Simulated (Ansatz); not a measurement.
**Pt wire along [110], 37 atoms a period: bands along the axis**

Wanted: the relaxed geometry and the bands of the Pt wire along [110], 37 atoms a period.

Main program and level: Ansatz 0.2.0; DFT PBE, plane waves, PAW; relaxation of a wire's period; PAW set soft_1, in the first sound run; inputs show where later runs differ.

### Step 1. The structure

The cell holds 37 atoms: 37 Pt. Cell: a = 22.680 Å, b = 20.836 Å, c = 2.807 Å, α = 90.0°, β = 90.0°, γ = 90.0°. Vacuum lies along a and b. The structure's axis is c.

### Step 2. Relaxation of atoms and period

Band widths follow the bond lengths, so the wire is relaxed first. The atoms and the third cell vector are free; the box across stays fixed as vacuum. A Fermi-Dirac smearing is set since the result may be a metal. The pressure printed is a third of the stress's trace over the whole box, vacuum included; only the stress along the axis is relaxed.

Contents of input.yaml:

```yaml
crystal:
  lattice:
    - [22.68, 0.0, 0.0]
    - [0.0, 20.836, 0.0]
    - [0.0, 0.0, 2.8072139213]
  atoms:
    - { symbol: Pt, position: [0.149911817, 0.50000167, 0.0] }
    - { symbol: Pt, position: [0.324955908, 0.634730693, 0.0] }
    - { symbol: Pt, position: [0.324955908, 0.50000167, 0.0] }
    - { symbol: Pt, position: [0.324955908, 0.769459716, 0.0] }
    - { symbol: Pt, position: [0.5, 0.634730693, 0.0] }
    - { symbol: Pt, position: [0.5, 0.50000167, 0.0] }
    - { symbol: Pt, position: [0.5, 0.769459716, 0.0] }
    - { symbol: Pt, position: [0.675044092, 0.634730693, 0.0] }
    - { symbol: Pt, position: [0.675044092, 0.50000167, 0.0] }
    - { symbol: Pt, position: [0.675044092, 0.769459716, 0.0] }
    - { symbol: Pt, position: [0.850088183, 0.50000167, 0.0] }
    - { symbol: Pt, position: [0.237433862, 0.297908136, 0.5] }
    - { symbol: Pt, position: [0.237433862, 0.432637159, 0.5] }
    - { symbol: Pt, position: [0.237433862, 0.567366182, 0.5] }
    - { symbol: Pt, position: [0.237433862, 0.702095205, 0.5] }
    - { symbol: Pt, position: [0.412477954, 0.163179113, 0.5] }
    - { symbol: Pt, position: [0.412477954, 0.297908136, 0.5] }
    - { symbol: Pt, position: [0.412477954, 0.432637159, 0.5] }
    - { symbol: Pt, position: [0.412477954, 0.567366182, 0.5] }
    - { symbol: Pt, position: [0.412477954, 0.702095205, 0.5] }
    - { symbol: Pt, position: [0.412477954, 0.836824228, 0.5] }
    - { symbol: Pt, position: [0.587522046, 0.163179113, 0.5] }
    - { symbol: Pt, position: [0.587522046, 0.297908136, 0.5] }
    - { symbol: Pt, position: [0.587522046, 0.432637159, 0.5] }
    - { symbol: Pt, position: [0.587522046, 0.567366182, 0.5] }
    - { symbol: Pt, position: [0.587522046, 0.702095205, 0.5] }
    - { symbol: Pt, position: [0.587522046, 0.836824228, 0.5] }
    - { symbol: Pt, position: [0.762566138, 0.297908136, 0.5] }
    - { symbol: Pt, position: [0.762566138, 0.432637159, 0.5] }
    - { symbol: Pt, position: [0.762566138, 0.567366182, 0.5] }
    - { symbol: Pt, position: [0.762566138, 0.702095205, 0.5] }
    - { symbol: Pt, position: [0.324955908, 0.365272647, 0.0] }
    - { symbol: Pt, position: [0.324955908, 0.230543625, 0.0] }
    - { symbol: Pt, position: [0.5, 0.365272647, 0.0] }
    - { symbol: Pt, position: [0.5, 0.230543625, 0.0] }
    - { symbol: Pt, position: [0.675044092, 0.365272647, 0.0] }
    - { symbol: Pt, position: [0.675044092, 0.230543625, 0.0] }
kpoints:
  mp_grid: { grid: [1, 1, 29] }
scf:
  occupations: { method: fermi_dirac, width: 0.05 }
hamiltonian:
  xc: pbe
  pseudopotentials: { kind: paw, azcp: { folder: soft_1 } }
relax:
  cell: { fix: [a, b, alpha, beta, gamma] }
  max_steps: 45
  f_tol: 0.03
```

On the command line:

```
$ ansatz run input.yaml --threads 16 --pin off --max-ram 61440MiB --backend cuda --events-out ev --progress --plain --runs-dir out --max-vram 78GiB
```

Numbers of over 12 decimals in the logs are rounded to 6 here.

The log of the run:

```text
Engine: ansatz 0.2.0, aarch64-unknown-linux-gnu
Pseudopotentials: kind: paw
Pseudopotential: Pt, paw, valence charge 18, recommended cutoff 420 eV (normal), soft_1/Pt.paw.azcp
Functional definition: PBE
  parameter kappa = 0.804
  parameter beta = 0.066725
  exchange = pbe_x(kappa = kappa, mu = beta*pi^2/3)
  correlation = pbe_c(beta = beta)
[...]
Crystal: 37 atoms, lattice volume = 1326.578 Å³
Basis set: ecut = 420 eV, 26031 PW (Γ), exchange–correlation on 320×288×40 points (8 copies of the dense FFT grid, shifted against one another)
Bands: 400, of which v1, the nominal top of the filled ones, is band 333 counted from 1 (332 counted from 0)
Symmetry: 8 space group operations
Space group: Pmmm (ITA 47), of the structure as read, at distance tolerance 1.1e-4 Å
k-points: 15 of 29
Non-local potential: Pt, projectors of the file, l = 0: 3, l = 1: 2, l = 2: 2, l = 3: 1
PAW form: soft (Blöchl's): semilocal exchange-correlation on the pseudo side does not see the compensation charge
PAW one-centre angular grid: Pt, 590 points (default); XC on 64 Gauss nodes
Initial density: superposition of atomic densities (neutral atoms: chi_scale 0, normalization atom)
Initial wavefunctions: pseudopotential atomic-orbital guess
[...]
Functional: x = pbe(κ = 0.804, μ = 0.219515), c = pbe(β = 0.066725)
SCF iter   1: F=—  HF=-463409.335977 eV  |F-HF|=—  |Δ(HF+E_count)|=         —  Δρ=5.93e-2  dr2=1.05e2  ethr=3.10e-3  ⟨swp⟩=6.3  Hψ=21157  notcnv=0  defer=442
preconditioner: auto → LDOS  [metal: Δε(μ)=0.001 eV  Ē_g=6.709 eV  σ=0.050 eV  W_gap=0.00  n_scr=294 (ndim 8)  ℏωp=19.6 eV  f_vac=0.493  D(μ)=75.48/eV (n_scr^D=800)  β→1.0]
SCF iter   2: F=—  HF=-463404.793805 eV  |F-HF|=—  |Δ(HF+E_count)|=    4.54e0  Δρ=4.20e-2  dr2=3.97e1  ethr=3.10e-3  ⟨swp⟩=3.0  Hψ=14964  notcnv=0  defer=600
[...]
SCF iter  14: F=-463396.721580 eV  HF=-463396.721580 eV  |F-HF|=3.17e-8  |Δ(HF+E_count)|=   1.77e-8  Δρ=1.02e-6  dr2=4.23e-8  ethr=1.50e-11  ⟨swp⟩=3.0  Hψ=21253  notcnv=0
SCF 1 converged in 14 iterations: F = -463396.721580 eV  dr2 = 4.23e-8
  greatest PAW one-centre occupation: 1.000 electrons in one spin orbital (limit 2), on the Pt atom at site 24 (counted from 0), in its partial waves of l = 0
relax step   1: F+E_penalty+E_count = -463396.72157964 eV  Δ(F+E_penalty+E_count) = +0.000e0 eV  max|allowed force component| = 1.366e0 eV/Å  Δτ_max = 0.0000 Å  P = -3.595 GPa  Ω = 1326.578 Å³  fix = [a, b, alpha, beta, gamma]  reactions: a -2.931, b -2.378 GPa  (14 SCF iters, dr2 threshold 1.00e-7 eV, accepted)
[...]
Crystal: 37 atoms, lattice volume = 1267.573 Å³
Basis set: ecut = 420 eV, 24911 PW (Γ), exchange–correlation on 320×288×40 points (8 copies of the dense FFT grid, shifted against one another)
[...]
iter 1 solved again at ethr=1.66e-3 eV; its pass at ethr=3.10e-3 eV (dr2=1.11e1 eV) is discarded
SCF iter   1: F=—  HF=-463398.647456 eV  |F-HF|=—  |Δ(HF+E_count)|=         —  Δρ=1.68e-2  dr2=1.10e1  ethr=1.66e-3  ⟨swp⟩=3.3  Hψ=29703  notcnv=0
preconditioner: auto → LDOS  [metal: Δε(μ)=0.003 eV  Ē_g=7.342 eV  σ=0.050 eV  W_gap=0.01  n_scr=262 (ndim 8)  ℏωp=20.1 eV  f_vac=0.501  D(μ)=64.03/eV (n_scr^D=618)  β→1.0]
SCF iter   2: F=—  HF=-463398.256652 eV  |F-HF|=—  |Δ(HF+E_count)|=   3.91e-1  Δρ=6.86e-3  dr2=1.04e0  ethr=1.66e-3  ⟨swp⟩=2.3  Hψ=8233  notcnv=0
[...]
SCF iter  10: F=-463398.138037 eV  HF=-463398.138039 eV  |F-HF|=2.47e-6  |Δ(HF+E_count)|=   1.05e-7  Δρ=9.96e-6  dr2=3.07e-6  ethr=5.56e-10  ⟨swp⟩=4.0  Hψ=16816  notcnv=0
SCF 2 converged in 10 iterations: F = -463398.138037 eV  dr2 = 3.07e-6
  greatest PAW one-centre occupation: 1.000 electrons in one spin orbital (limit 2), on the Pt atom at site 35 (counted from 0), in its partial waves of l = 0
relax step   2: F+E_penalty+E_count = -463398.13803650 eV  Δ(F+E_penalty+E_count) = -1.416e0 eV  max|allowed force component| = 8.203e-1 eV/Å  Δτ_max = 0.1948 Å  P = +3.305 GPa  Ω = 1267.573 Å³  energy of the carried Pulay correction = +1.180e-2 eV  fix = [a, b, alpha, beta, gamma]  reactions: a +2.994, b +2.718 GPa  (10 SCF iters, dr2 threshold 3.70e-6 eV, accepted)
[...]
Crystal: 37 atoms, lattice volume = 1286.898 Å³
[...]
iter 1 solved again at ethr=9.36e-5 eV; its pass at ethr=3.10e-3 eV (dr2=6.23e-1 eV) is discarded
[...]
SCF 3 converged in 9 iterations: F = -463398.730488 eV  dr2 = 1.95e-6
[...]
SCF 4 converged in 8 iterations: F = -463398.775568 eV  dr2 = 8.25e-7
[...]
SCF 5 converged in 9 iterations: F = -463398.785650 eV  dr2 = 9.93e-8
[...]
SCF 6 converged in 8 iterations: F = -463398.774480 eV  dr2 = 1.16e-10
[...]
SCF converged after 8 iterations
[...]
--- Relaxed structure (5 steps of the walk, 5 accepted, 1 SCFs on fresh bases) ---
  F+E_penalty+E_count = -463398.77447976 eV   max|allowed force component| = 2.203e-2 eV/Å   (the final SCF, on the basis selected at the relaxed cell)
  cell:  # Å, volume = 1283.7899 Å³
    - [22.68, 0, 0]
    - [0, 20.836, 0]
    - [0, 0, 2.716668]
  atoms:
    - { symbol: Pt, position: [0.159272, 0.500000, -4.197828504680781e-18] }
    - { symbol: Pt, position: [0.324035, 0.633099, 4.1281390757434327e-19] }
    - { symbol: Pt, position: [0.320427, 0.500000, 2.031233781332909e-18] }
    - { symbol: Pt, position: [0.319674, 0.773906, 2.3688934357966396e-18] }
    - { symbol: Pt, position: [0.500000, 0.635922, 0] }
    - { symbol: Pt, position: [0.500000, 0.500000, 0] }
    - { symbol: Pt, position: [0.500000, 0.780285, 0] }
    - { symbol: Pt, position: [0.675965, 0.633099, -4.128139075743448e-19] }
    - { symbol: Pt, position: [0.679573, 0.500000, -2.0312337813329085e-18] }
    - { symbol: Pt, position: [0.680326, 0.773906, -2.368893435796643e-18] }
    - { symbol: Pt, position: [0.840728, 0.500000, 4.19782850468078e-18] }
    - { symbol: Pt, position: [0.240929, 0.295109, 0.5] }
    - { symbol: Pt, position: [0.231915, 0.423391, 0.5] }
    - { symbol: Pt, position: [0.231915, 0.576609, 0.5] }
    - { symbol: Pt, position: [0.240929, 0.704891, 0.5] }
    - { symbol: Pt, position: [0.406747, 0.169104, 0.5] }
    - { symbol: Pt, position: [0.412977, 0.298487, 0.5] }
    - { symbol: Pt, position: [0.411870, 0.432806, 0.5] }
    - { symbol: Pt, position: [0.411870, 0.567194, 0.5] }
    - { symbol: Pt, position: [0.412977, 0.701513, 0.5] }
    - { symbol: Pt, position: [0.406747, 0.830896, 0.5] }
    - { symbol: Pt, position: [0.593253, 0.169104, 0.5] }
    - { symbol: Pt, position: [0.587023, 0.298487, 0.5] }
    - { symbol: Pt, position: [0.588130, 0.432806, 0.5] }
    - { symbol: Pt, position: [0.588130, 0.567194, 0.5] }
    - { symbol: Pt, position: [0.587023, 0.701513, 0.5] }
    - { symbol: Pt, position: [0.593253, 0.830896, 0.5] }
    - { symbol: Pt, position: [0.759071, 0.295109, 0.5] }
    - { symbol: Pt, position: [0.768085, 0.423391, 0.5] }
    - { symbol: Pt, position: [0.768085, 0.576609, 0.5] }
    - { symbol: Pt, position: [0.759071, 0.704891, 0.5] }
    - { symbol: Pt, position: [0.324035, 0.366901, 4.1281390757434496e-19] }
    - { symbol: Pt, position: [0.319674, 0.226094, 2.368893435796643e-18] }
    - { symbol: Pt, position: [0.500000, 0.364078, 0] }
    - { symbol: Pt, position: [0.500000, 0.219715, 0] }
    - { symbol: Pt, position: [0.675965, 0.366901, -4.1281390757434356e-19] }
    - { symbol: Pt, position: [0.680326, 0.226094, -2.3688934357966388e-18] }
```

The job ended after 17 s (1 × NVIDIA GB200 with 16 threads of Arm Neoverse V2, shared host; peak memory 1.7 GiB; 2.4 min of CPU time).

Step by step:

| step | energy less that of the first step (eV) | largest force component (eV/Å) | pressure (GPa) | volume (Å³) |
| --- | --- | --- | --- | --- |
| 1 | 0.0000 | 1.3657 | -3.60 | 1326.58 |
| 2 | -1.4165 | 0.8203 | 3.30 | 1267.57 |
| 3 | -2.0089 | 0.1794 | -0.67 | 1286.90 |
| 4 | -2.0540 | 0.0564 | -0.14 | 1283.86 |
| 5 | -2.0641 | 0.0219 | -0.02 | 1283.79 |
| 6 | -2.0529 | 0.0220 | -0.01 | 1283.79 |

The log counts 1 steps on a newly chosen plane-wave basis, not all of them marked here; energy and pressure can jump at such steps.

Forces are held to the 8 operations that the run works with; a distortion that breaks them can't arise in this run.

| cell as run | before | after | change |
| --- | --- | --- | --- |
| c (Å) | 2.807 | 2.717 | -3.2 % |

The atoms that moved most (Å, along periodic axes as changes of fractional coordinates times the final cell, across vacuum about the mean position):

| atom | dx | dy | dz | length |
| --- | --- | --- | --- | --- |
| Pt29 | 0.125 | -0.193 | 0.000 | 0.230 |
| Pt13 | -0.125 | -0.193 | 0.000 | 0.230 |
| Pt30 | 0.125 | 0.193 | 0.000 | 0.230 |
| Pt14 | -0.125 | 0.193 | 0.000 | 0.230 |
| Pt35 | 0.000 | -0.226 | 0.000 | 0.226 |
| Pt7 | 0.000 | 0.226 | 0.000 | 0.226 |
| Pt11 | -0.212 | 0.000 | 0.000 | 0.212 |
| Pt1 | 0.212 | 0.000 | 0.000 | 0.212 |

Numbers from this step:

| Property | Result |
| --- | --- |
| energy at zero smearing | -463398.4899 eV |
| cell length along the wire | 2.717 Å |

The cell's length comes to 2.717 Å with spin left out.

### Step 3. The wire at its relaxed period

This step: DFT PBE, plane waves, PAW; bands of a perfect wire; PAW set soft_1 (Ansatz 0.2.0).

At the relaxed period the bands are computed along the axis; those that cross an energy going forward count the channels that a perfect wire would open there.

Contents of input.yaml:

```yaml
crystal:
  lattice:
    - [22.68, 0.0, 0.0]
    - [0.0, 20.836, 0.0]
    - [0.0, 0.0, 2.7166678572]
  atoms:
    - { symbol: Pt, position: [0.15927184, 0.5, 0.0] }
    - { symbol: Pt, position: [0.324035445, 0.633098519, 0.0] }
    - { symbol: Pt, position: [0.320426806, 0.5, 0.0] }
    - { symbol: Pt, position: [0.319673916, 0.773906418, 0.0] }
    - { symbol: Pt, position: [0.5, 0.635921764, 0.0] }
    - { symbol: Pt, position: [0.5, 0.5, 0.0] }
    - { symbol: Pt, position: [0.5, 0.780284952, 0.0] }
    - { symbol: Pt, position: [0.675964555, 0.633098519, 0.0] }
    - { symbol: Pt, position: [0.679573194, 0.5, 0.0] }
    - { symbol: Pt, position: [0.680326084, 0.773906418, 0.0] }
    - { symbol: Pt, position: [0.84072816, 0.5, 0.0] }
    - { symbol: Pt, position: [0.240928626, 0.295108897, 0.5] }
    - { symbol: Pt, position: [0.231915036, 0.423391494, 0.5] }
    - { symbol: Pt, position: [0.231915036, 0.576608506, 0.5] }
    - { symbol: Pt, position: [0.240928626, 0.704891103, 0.5] }
    - { symbol: Pt, position: [0.406746943, 0.169104085, 0.5] }
    - { symbol: Pt, position: [0.412977123, 0.298487389, 0.5] }
    - { symbol: Pt, position: [0.411869683, 0.432805805, 0.5] }
    - { symbol: Pt, position: [0.411869683, 0.567194195, 0.5] }
    - { symbol: Pt, position: [0.412977123, 0.701512611, 0.5] }
    - { symbol: Pt, position: [0.406746943, 0.830895915, 0.5] }
    - { symbol: Pt, position: [0.593253057, 0.169104085, 0.5] }
    - { symbol: Pt, position: [0.587022877, 0.298487389, 0.5] }
    - { symbol: Pt, position: [0.588130317, 0.432805805, 0.5] }
    - { symbol: Pt, position: [0.588130317, 0.567194195, 0.5] }
    - { symbol: Pt, position: [0.587022877, 0.701512611, 0.5] }
    - { symbol: Pt, position: [0.593253057, 0.830895915, 0.5] }
    - { symbol: Pt, position: [0.759071374, 0.295108897, 0.5] }
    - { symbol: Pt, position: [0.768084964, 0.423391494, 0.5] }
    - { symbol: Pt, position: [0.768084964, 0.576608506, 0.5] }
    - { symbol: Pt, position: [0.759071374, 0.704891103, 0.5] }
    - { symbol: Pt, position: [0.324035445, 0.366901481, 0.0] }
    - { symbol: Pt, position: [0.319673916, 0.226093582, 0.0] }
    - { symbol: Pt, position: [0.5, 0.364078236, 0.0] }
    - { symbol: Pt, position: [0.5, 0.219715048, 0.0] }
    - { symbol: Pt, position: [0.675964555, 0.366901481, 0.0] }
    - { symbol: Pt, position: [0.680326084, 0.226093582, 0.0] }
kpoints:
  mp_grid: { grid: [1, 1, 30] }
  band_path: { path: ["Γ", Z], npoints: 90 }
scf:
  occupations: { method: fermi_dirac, width: 0.05 }
hamiltonian:
  xc: pbe
  pseudopotentials: { kind: paw, azcp: { folder: soft_1 } }
output:
  dos: { e_range: [-5, 4] }
  write_potential: true
  write_density: true
  volumetric_format: npy
```

The log of the run:

```text
[...]
Crystal: 37 atoms, lattice volume = 1283.790 Å³
Basis set: ecut = 420 eV, 25259 PW (Γ)
Bands: 400, of which v1, the nominal top of the filled ones, is band 333 counted from 1 (332 counted from 0)
Symmetry: 8 space group operations
[...]
k-points: 16 of 30
[...]
SCF iter   1: F=—  HF=-463411.273722 eV  |F-HF|=—  |Δ(HF+E_count)|=         —  Δρ=5.97e-2  dr2=6.86e1  ethr=3.10e-3  ⟨swp⟩=6.9  Hψ=23856  notcnv=0  defer=399
[...]
SCF iter   6: F=—  HF=-463398.780138 eV  |F-HF|=—  |Δ(HF+E_count)|=   1.39e-4  Δρ=6.48e-4  dr2=1.35e-2  ethr=9.96e-6  ⟨swp⟩=2.9  Hψ=8899  notcnv=0  defer=689
[...]
SCF iter  12: F=—  HF=-463398.770051 eV  |F-HF|=—  |Δ(HF+E_count)|=   6.18e-7  Δρ=7.57e-6  dr2=2.01e-6  ethr=1.30e-9  ⟨swp⟩=2.0  Hψ=8637  notcnv=0  defer=689
[...]
SCF iter  14: F=-463398.770051 eV  HF=-463398.770051 eV  |F-HF|=3.66e-8  |Δ(HF+E_count)|=   6.05e-9  Δρ=1.85e-6  dr2=7.74e-8  ethr=1.50e-11  ⟨swp⟩=12.6  Hψ=25534  notcnv=0
SCF 1 converged in 14 iterations: F = -463398.770051 eV  dr2 = 7.74e-8
[...]
NSCF: frozen V_eff on 91 k-points
[...]
SCF converged after 14 iterations
[...]
```

Elapsed: 19 s, on 1 × NVIDIA GB200 with 16 threads; peak memory 4.2 GiB.

Reading the cycles: dr2 is the Hartree energy of the density residual (eV), the measure of convergence; HF is the Harris–Foulkes estimate of the energy, which meets the free energy F at convergence.

Numbers from this step:

```yaml
energy_at_zero_smearing: -463398.4824 eV
band_gap_on_the_path_through_both_edges: 0 eV
```

The electronic bands at the labelled points (eV, zero at the Fermi level; # counts the bands kept):

| point | #55 | #56 | #57 | #58 | #59 | #60 | #61 | #62 |
| --- | --- | --- | --- | --- | --- | --- | --- | --- |
| Γ | -0.14 | -0.10 | -0.06 | -0.06 | -0.03 | -0.02 | 0.01 | 0.04 |
| halfway | -0.10 | -0.03 | -0.03 | -0.03 | 0.00 | 0.04 | 0.06 | 0.17 |
| Z | 1.36 | 1.96 | 2.08 | 2.19 | 2.33 | 2.41 | 2.43 | 2.43 |

Between Γ and Z the bands cross the Fermi level 39 times, so a perfect wire would conduct at least 39 G₀, with spin left out.

### Step 4. Summary of results

| Quantity | Value |
| --- | --- |
| cell length, PBE | 2.717 Å |
| ballistic conductance by band crossings, a lower bound, PBE | 39 G₀ |

Under PBE the cell's length is 2.72 Å, and the bands cross the Fermi level 39 times between Γ and Z, which gives a perfect wire at least 39 G₀ (opposite crossings within one step of the path cancel in such a count). No spin was allowed, though thin wires with open d shells can turn magnetic. Spin-orbit coupling is left out, which matters for the bands of heavy atoms.

[Logs are printed without paths, hosts, clocks, repeated set-up lines and the standing remarks that a program may print on its own settings, such as how far it seeks lower states.]

[Hosts, paths, dates, database ids (printed as entryN), source tags and the programs' standing remarks are cut or masked in the printed files.]
